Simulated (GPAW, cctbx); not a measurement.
# By hand: from a DFT structure factor to an extinction distance in Cs2BaAg3

Cs2BaAg3, P6/mmm (no. 191), a = 8.0337 Å, b = 8.0337 Å, c = 5.1804 Å, α = 90.00°, β = 90.00°, γ = 120.00°.

```
atom  mult.    x    y    z
 Ba1      1    0    0    0
 Cs1      2  2/3  1/3    0
 Ag1      3    0  1/2  1/2
```

The cell comes from substitution in a known structure type and wasn't matched to any measured phase.

A DFT run (GPAW, PBE, 450 eV, 5×4×4 k-points (along the axes of the calculation cell), Fermi–Dirac width 0.1 eV) gives the static X-ray structure factor of 100 as 44.857 e for the conventional cell; superposed free atoms give 44.613 e. **Problem.** Find the Fourier component V of the crystal potential and the two-beam extinction distance at 120 kV in both cases.

## Step 1: Geometry

The cell volume is Ω = 289.55 Å³ and d(100) = 6.9574 Å, so g = 1/d = 0.1437 Å⁻¹.

## Step 2: The nuclei

Electrons feel nuclei as well as electrons, so the nuclear charges are summed with the same phases.

Phase sums Σ exp(2πi h·x), turned so that the total is real and positive: Ba -1.000, Cs +1.000, Ag +1.000. Then F_Z = 56 × (-1.000) + 55 × (+1.000) + 47 × (+1.000) = 46.00 e. The electron term has the same sign for this reflection.

## Step 3: Mott–Bethe

Poisson's equation, term by term, gives V = (e/4πε₀)(F_Z − F)/(πΩg²), with e/4πε₀ = 14.3996 V Å.

The prefactor is 14.3996 × 6.9574²/(π × 289.55) = 0.76626 V per electron. Free atoms: (46.00 − 44.613) × 0.76626 = 1.063 V. Crystal: (46.00 − 44.857) × 0.76626 = 0.876 V. F changes by +0.55 % and V by -17.6 %: the same 0.24 e is measured against F_Z − F = 1.4 e in place of F = 44.6 e.

## Step 4: Extinction distance

In the two-beam case ξ = 1/(λU) with U = 2γm₀eV/h², that is ξ = 150.41 V Å²/(γλV).

At 120 kV, λ = 0.03349 Å and γ = 1.2348. Free atoms: ξ = 3422 Å. Crystal: ξ = 4153 Å. The thickness fringes go as sin²(πt/ξ), so the two patterns slip by a quarter of a period when t|1/ξ₁ − 1/ξ₀| = 1/4, at t ≈ 486 nm. Thermal motion, absorption and many-beam coupling, left out here, change a real pattern.

## Step 5: Answer

V(100) is 0.88 V against 1.06 V, and ξ is 4153 against 3422 Å. Limits: static atoms, two beams.

[Outputs are excerpts: Python notices, other lines and further rows are left out; steps that failed or that the build refused (PBEsol, TPSS) are not shown.]

[Logs are printed without paths, hosts, clocks, repeated set-up lines and the standing remarks that a program may print on its own settings, such as how far it seeks lower states.]
